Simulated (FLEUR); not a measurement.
## MnF2: parallel and opposed starts

A self-consistent run ends on one state, which hangs on the start. Several orders of MnF2 are started in FLEUR and their energies compared.

Calculated with FLEUR MaX-R8.1; PBE with U = 4 eV on Mn d; all-electron FLAPW, Dirac cores, scalar-relativistic bands.

Report form: the programs' logs are mostly left out.

**1. The structure**

The structure is tetragonal, space group P4_2/mnm (No. 136). Conventional cell: a = 4.874 Å, b = 4.874 Å, c = 3.311 Å, α = 90.00°, β = 90.00°, γ = 90.00°. Nearest to Mn lie 6 F at 2.10 to 2.13 Å. F has 3 Mn at 2.10 to 2.13 Å nearest. Farther neighbours and most contacts between anions are not listed.

Structure file:

```cif
data_structure
_symmetry_space_group_name_H-M 'P4_2/mnm'
_symmetry_Int_Tables_number 136
_cell_length_a 4.8738
_cell_length_b 4.8738
_cell_length_c 3.3107
_cell_angle_alpha 90.000
_cell_angle_beta 90.000
_cell_angle_gamma 90.000
_cell_volume 78.64
loop_
_atom_site_label
_atom_site_type_symbol
_atom_site_symmetry_multiplicity
_atom_site_Wyckoff_symbol
_atom_site_fract_x
_atom_site_fract_y
_atom_site_fract_z
_atom_site_occupancy
Mn1 Mn 2 a 0.00000 0.00000 0.00000 1
F1 F 4 f 0.30530 0.30530 0.00000 1
```

**2. Run 1 (ferro ++)**

The parallel start is the test of whether parallel moments hold. The U counters the self-interaction that shrinks the moments of a localised shell.

inpgen writes inp.xml from crystal.txt; cutoffs, mixing, functional, smearing and local orbitals are then set in the file. The k list default-1 (kpts.xml, not shown) is a Γ-centred 6×6×10 mesh; where the ranks do not divide the number of points, some are split in two of half the weight.

inp.xml reads:

```
<?xml version="1.0" encoding="UTF-8" standalone="no"?>
<fleurInput fleurInputVersion="0.39">
   <comment>
      MnF2
   </comment>
   <calculationSetup>
      <cutoffs Kmax="4.29" Gmax="12.9" GmaxXC="12.9" numbands="0"/>
      <scfLoop itmax="120" minDistance="0.0001" maxIterBroyd="15" imix="Anderson" alpha="0.05" precondParam="0.0" spinf="2.0" sdNocoIR="T"/>
      <coreElectrons ctail="T" frcor="F" kcrel="0" coretail_lmax="0"/>
      <xcFunctional name="pbe" relativisticCorrections="F"/>
      <magnetism jspins="2"/>
      <soc l_soc="F" theta="0.0" phi="0.0" spav="F"/>
      <expertModes spex="0" secvar="F"/>
      <geometryOptimization l_f="F" forcealpha="1.0" forcemix="BFGS" epsdisp="0.00001" epsforce="0.00001"/>
      <ldaU l_linMix="F" mixParam="0.05" spinf="1.0"/>
   </calculationSetup>
   <cell>
      <bzIntegration valenceElectrons="58.0" mode="hist" fermiSmearingEnergy="0.00073499">
         <kPointListSelection listName="default-1"/>
         <xi:include xmlns:xi="http://www.w3.org/2001/XInclude" href="kpts.xml"> </xi:include>
      </bzIntegration>
      <xi:include xmlns:xi="http://www.w3.org/2001/XInclude" href="sym.xml"> </xi:include>
      <bulkLattice scale="1.0">
         <bravaisMatrix>
            <row-1>    9.2101471860754796     0.0000000000000000     0.0000000000000000</row-1>
            <row-2>    0.0000000000000000     9.2101471860754796     0.0000000000000000</row-2>
            <row-3>    0.0000000000000000     0.0000000000000000     6.2563162807132198</row-3>
         </bravaisMatrix>
      </bulkLattice>
   </cell>
   <atomSpecies>
      <species name="Manganese 4.501" element="Mn" atomicNumber="25">
         <mtSphere radius="2.48" gridPoints="819" logIncrement="0.015"/>
         <atomicCutoffs lmax="10" lnonsphr="8"/>
         <electronConfig flipSpins="F">
            <coreConfig>(1s1/2) (2s1/2) (2p1/2) (2p3/2)</coreConfig>
            <valenceConfig>(3s1/2) (3p1/2) (3p3/2) (4s1/2) (3d3/2) (3d5/2)</valenceConfig>
            <stateOccupation state="(3d3/2)" spinUp="1.7505" spinDown="0.2495"/>
            <stateOccupation state="(3d5/2)" spinUp="3.0" spinDown="0.0"/>
         </electronConfig>
         <energyParameters s="4" p="4" d="3" f="4"/>
         <ldaU l="2" U="4.0" J="0.0" l_amf="F"/>
         <lo type="SCLO" l="0" n="3" eDeriv="0"/>
         <lo type="SCLO" l="1" n="3" eDeriv="0"/>
      </species>
      <species name="Fluorine (F)" element="F" atomicNumber="9">
         <mtSphere radius="1.4" gridPoints="463" logIncrement="0.023"/>
         <atomicCutoffs lmax="6" lnonsphr="4"/>
         <electronConfig flipSpins="F">
            <coreConfig>(1s1/2)</coreConfig>
            <valenceConfig>(2s1/2) (2p1/2) (2p3/2)</valenceConfig>
            <stateOccupation state="(2p1/2)" spinUp="0.833333" spinDown="0.833333"/>
            <stateOccupation state="(2p3/2)" spinUp="1.666667" spinDown="1.666667"/>
         </electronConfig>
         <energyParameters s="2" p="2" d="3" f="4"/>
      </species>
   </atomSpecies>
   <atomGroups>
      <atomGroup species="Manganese 4.501">
         <relPos label="                   1">.0000000000 .0000000000 .0000000000</relPos>
         <relPos label="                   2">1.000/2.000 1.000/2.000 1.000/2.000</relPos>
         <force calculate="T" relaxXYZ="TTT"/>
      </atomGroup>
      <atomGroup species="Fluorine (F)">
         <relPos label="                   3">.3053000000 .3053000000 .0000000000</relPos>
         <relPos label="                   4">.1947000000 -.1947000000 1.000/2.000</relPos>
         <relPos label="                   5">-.3053000000 -.3053000000 .0000000000</relPos>
         <relPos label="                   6">-.1947000000 .1947000000 1.000/2.000</relPos>
         <force calculate="T" relaxXYZ="TTT"/>
      </atomGroup>
   </atomGroups>
   <output dos="F" band="F" slice="F">
      <bandDOS minEnergy="-.5*Htr" maxEnergy="0.5*Htr" sigma="0.015" storeEVData="T"/>
      <plotting iplot="0" polar="F">
         <plot TwoD="T" vec1="  1.0  0.0  0.0" vec2="  0.0  1.0  0.0" vec3="  0.0  0.0  1.0" zero="  0.0  0.0  0.0" file="plot"/>
      </plotting>
      <moessbauerParams electricFieldGradient="F" isomerShift="F" coreHyperfine="F" valenceHyperfine="F"/>
   </output>
</fleurInput>
```

crystal.txt reads:

```
MnF2
&input film=F cartesian=F /
4.87380000000  0.00000000000  0.00000000000
0.00000000000  4.87380000000  0.00000000000
0.00000000000  0.00000000000  3.31070000000
1.8897261246
1.0 1.0 1.0

6
25 0.00000000000  0.00000000000  0.00000000000 : 4.501
25 0.50000000000  0.50000000000  0.50000000000 : 4.501
9 0.30530000000  0.30530000000  0.00000000000
9 0.19470000000  0.80530000000  0.50000000000
9 0.69470000000  0.69470000000  0.00000000000
9 0.80530000000  0.19470000000  0.50000000000

&kpt div1=6 div2=6 div3=10 gamma=T /
```

On the command line:

```
$ OMP_NUM_THREADS=1 inpgen -f crystal.txt > inpgen.log  # inp.xml is then edited as shown
$ OMP_NUM_THREADS=1 mpirun -n 4 fleur_MPI > fleur.log
```

Wall time 1.9 min (4 MPI ranks of Arm Neoverse V2, shared host); peak memory 0.35 GiB; 7.5 min of CPU time.

Spin moment in the muffin-tin sphere by atom:

| atom | spin moment in the muffin-tin sphere (μB) |
| --- | --- |
| Mn1 | 4.74 |
| Mn2 | 4.74 |
| F3 | 0.06 |
| F4 | 0.06 |
| F5 | 0.06 |
| F6 | 0.06 |

Read from the output:

```yaml
free_energy: -73931.5010 eV
program_s_band_gap_on_this_mesh_in_a_metal_only_a_level_spacing: 2.586 eV
magnetization: 10 μB
final_state: ferromagnetic
```

After 16 cycles the largest moment stands at 4.74 μB.

**3. Order 2, typed as antiferro +-**

Another pattern of signs weighs the neighbour shells otherwise.

Changes to inp.xml since step 2:

```diff
@@ -45,2 +45,16 @@
       </species>
+      <species name="Manganese -4.501" element="Mn" atomicNumber="25">
+         <mtSphere radius="2.48" gridPoints="819" logIncrement="0.015"/>
+         <atomicCutoffs lmax="10" lnonsphr="8"/>
+         <electronConfig flipSpins="F">
+            <coreConfig>(1s1/2) (2s1/2) (2p1/2) (2p3/2)</coreConfig>
+            <valenceConfig>(3s1/2) (3p1/2) (3p3/2) (4s1/2) (3d3/2) (3d5/2)</valenceConfig>
+            <stateOccupation state="(3d3/2)" spinUp="0.2495" spinDown="1.7505"/>
+            <stateOccupation state="(3d5/2)" spinUp="0.0" spinDown="3.0"/>
+         </electronConfig>
+         <energyParameters s="4" p="4" d="3" f="4"/>
+         <ldaU l="2" U="4.0" J="0.0" l_amf="F"/>
+         <lo type="SCLO" l="0" n="3" eDeriv="0"/>
+         <lo type="SCLO" l="1" n="3" eDeriv="0"/>
+      </species>
       <species name="Fluorine (F)" element="F" atomicNumber="9">
@@ -60,2 +74,5 @@
          <relPos label="                   1">.0000000000 .0000000000 .0000000000</relPos>
+         <force calculate="T" relaxXYZ="TTT"/>
+      </atomGroup>
+      <atomGroup species="Manganese -4.501">
          <relPos label="                   2">1.000/2.000 1.000/2.000 1.000/2.000</relPos>
@@ -65,4 +82,7 @@
          <relPos label="                   3">.3053000000 .3053000000 .0000000000</relPos>
+         <relPos label="                   5">-.3053000000 -.3053000000 .0000000000</relPos>
+         <force calculate="T" relaxXYZ="TTT"/>
+      </atomGroup>
+      <atomGroup species="Fluorine (F)">
          <relPos label="                   4">.1947000000 -.1947000000 1.000/2.000</relPos>
-         <relPos label="                   5">-.3053000000 -.3053000000 .0000000000</relPos>
          <relPos label="                   6">-.1947000000 .1947000000 1.000/2.000</relPos>
```

Changes to crystal.txt since step 2:

```diff
@@ -10,3 +10,3 @@
 25 0.00000000000  0.00000000000  0.00000000000 : 4.501
-25 0.50000000000  0.50000000000  0.50000000000 : 4.501
+25 0.50000000000  0.50000000000  0.50000000000 : -4.501
 9 0.30530000000  0.30530000000  0.00000000000
```

The job ended after 3 min (4 MPI ranks; peak memory 0.43 GiB; 12 min of CPU time).

Spin moment in the muffin-tin sphere by atom:

| atom | spin moment in the muffin-tin sphere (μB) |
| --- | --- |
| Mn1 | 4.72 |
| Mn2 | -4.72 |
| F3 | -0.02 |
| F4 | 0.02 |
| F5 | -0.02 |
| F6 | 0.02 |

Numbers from this step:

```yaml
free_energy: -73931.5395 eV
program_s_band_gap_on_this_mesh_in_a_metal_only_a_level_spacing: 3.688 eV
magnetization: 0 μB
final_state: antiferromagnetic
```

It lies 19.3 meV a seeded atom under the first start, and its largest moment is 4.72 μB against 4.74 μB.

**4. Ranking**

Free energies are divided by the number of seeded atoms.

Orders:

| start | final state | typed order kept | energy over the lowest (meV a seeded atom) | largest sphere moment (μB) | net moment (μB a primitive cell) | mesh matched | CPU time (s) |
| --- | --- | --- | --- | --- | --- | --- | --- |
| ferro ++ | ferromagnetic | yes | 19.26 | 4.741 | 10 | yes | 452.2 |
| antiferro +- | antiferromagnetic | yes | 0 | 4.719 | 0 | yes | 714.6 |

**5. Spin–orbit coupling, moments along [001]**

Spin–orbit coupling ties the spins to the lattice and lets orbital moments form.

A new self-consistent run of the start antiferro +-, with the moments along z.

Changes to inp.xml since step 2:

```diff
@@ -6,3 +6,3 @@
    <calculationSetup>
-      <cutoffs Kmax="4.29" Gmax="12.9" GmaxXC="12.9" numbands="0"/>
+      <cutoffs Kmax="4.29" Gmax="12.9" GmaxXC="12.9" numbands="178"/>
       <scfLoop itmax="120" minDistance="0.0001" maxIterBroyd="15" imix="Anderson" alpha="0.05" precondParam="0.0" spinf="2.0" sdNocoIR="T"/>
@@ -11,3 +11,3 @@
       <magnetism jspins="2"/>
-      <soc l_soc="F" theta="0.0" phi="0.0" spav="F"/>
+      <soc l_soc="T" theta="0.0" phi="0.0" spav="F"/>
       <expertModes spex="0" secvar="F"/>
@@ -45,2 +45,16 @@
       </species>
+      <species name="Manganese -4.501" element="Mn" atomicNumber="25">
+         <mtSphere radius="2.48" gridPoints="819" logIncrement="0.015"/>
+         <atomicCutoffs lmax="10" lnonsphr="8"/>
+         <electronConfig flipSpins="F">
+            <coreConfig>(1s1/2) (2s1/2) (2p1/2) (2p3/2)</coreConfig>
+            <valenceConfig>(3s1/2) (3p1/2) (3p3/2) (4s1/2) (3d3/2) (3d5/2)</valenceConfig>
+            <stateOccupation state="(3d3/2)" spinUp="0.2495" spinDown="1.7505"/>
+            <stateOccupation state="(3d5/2)" spinUp="0.0" spinDown="3.0"/>
+         </electronConfig>
+         <energyParameters s="4" p="4" d="3" f="4"/>
+         <ldaU l="2" U="4.0" J="0.0" l_amf="F"/>
+         <lo type="SCLO" l="0" n="3" eDeriv="0"/>
+         <lo type="SCLO" l="1" n="3" eDeriv="0"/>
+      </species>
       <species name="Fluorine (F)" element="F" atomicNumber="9">
@@ -60,2 +74,5 @@
          <relPos label="                   1">.0000000000 .0000000000 .0000000000</relPos>
+         <force calculate="T" relaxXYZ="TTT"/>
+      </atomGroup>
+      <atomGroup species="Manganese -4.501">
          <relPos label="                   2">1.000/2.000 1.000/2.000 1.000/2.000</relPos>
@@ -65,4 +82,7 @@
          <relPos label="                   3">.3053000000 .3053000000 .0000000000</relPos>
+         <relPos label="                   5">-.3053000000 -.3053000000 .0000000000</relPos>
+         <force calculate="T" relaxXYZ="TTT"/>
+      </atomGroup>
+      <atomGroup species="Fluorine (F)">
          <relPos label="                   4">.1947000000 -.1947000000 1.000/2.000</relPos>
-         <relPos label="                   5">-.3053000000 -.3053000000 .0000000000</relPos>
          <relPos label="                   6">-.1947000000 .1947000000 1.000/2.000</relPos>
```

Changes to crystal.txt since step 2:

```diff
@@ -10,3 +10,3 @@
 25 0.00000000000  0.00000000000  0.00000000000 : 4.501
-25 0.50000000000  0.50000000000  0.50000000000 : 4.501
+25 0.50000000000  0.50000000000  0.50000000000 : -4.501
 9 0.30530000000  0.30530000000  0.00000000000
@@ -16,2 +16,3 @@
 
+&soc 0.0000000 0.0000000 /
 &kpt div1=6 div2=6 div3=10 gamma=T /
```

Run time: 16 min. Hardware: 4 MPI ranks; peak memory 1.5 GiB; 64 min of CPU time.

Spin moment in the muffin-tin sphere by atom:

| atom | spin moment in the muffin-tin sphere (μB) |
| --- | --- |
| Mn1 | 4.72 |
| Mn2 | -4.72 |
| F3 | -0.02 |
| F4 | 0.02 |
| F5 | -0.02 |
| F6 | 0.02 |

Read from the output:

| Quantity | Value |
| --- | --- |
| free energy | -73931.5602 eV |
| program's band gap on this mesh (in a metal only a level spacing) | 3.688 eV |
| magnetization | 0 μB |
| final state | antiferromagnetic |
| orbital moment along the spin | 0 μB |

Orbital moment in the sphere, along the spin axis by atom:

| atom | orbital moment in the sphere, along the spin axis (μB) |
| --- | --- |
| Mn1 | -0.0004 |
| Mn2 | 0.0004 |
| F3 | 0.0000 |
| F4 | 0.0000 |
| F5 | 0.0000 |
| F6 | 0.0000 |

**6. Summary of results**

```yaml
lowest_state_found: antiferromagnetic (typed antiferro +-)
largest_site_spin_moment: 4.72 μB
next_finished_state: ferromagnetic, 19.3 meV a seeded atom higher
orbital_moment_on_the_atom_of_largest_spin_along_its_spin_spin_orbit_run: -4.4e-4 μB
```

In words: The lowest state found is antiferromagnetic, reached from the start antiferro +-, with moments up to 4.72 μB. The next finished state costs 19 meV a seeded atom. The shell is near half filling, where Hund's rules give no orbital moment. Only 2 starts were tried; other patterns of signs, canted and longer-period orders were not.

[Logs and program files are shortened in this print: banners, set-up blocks, solver, clock and traceback lines can be left out without a mark of their own.]

[Logs are printed without paths, hosts, clocks, repeated set-up lines and the standing remarks that a program may print on its own settings, such as how far it seeks lower states.]

[Hosts, paths, dates, database ids (printed as entryN), source tags and the programs' standing remarks are cut or masked in the printed files.]

[Where a cell is said to come from a database of computed structures, the database is the Materials Project.]
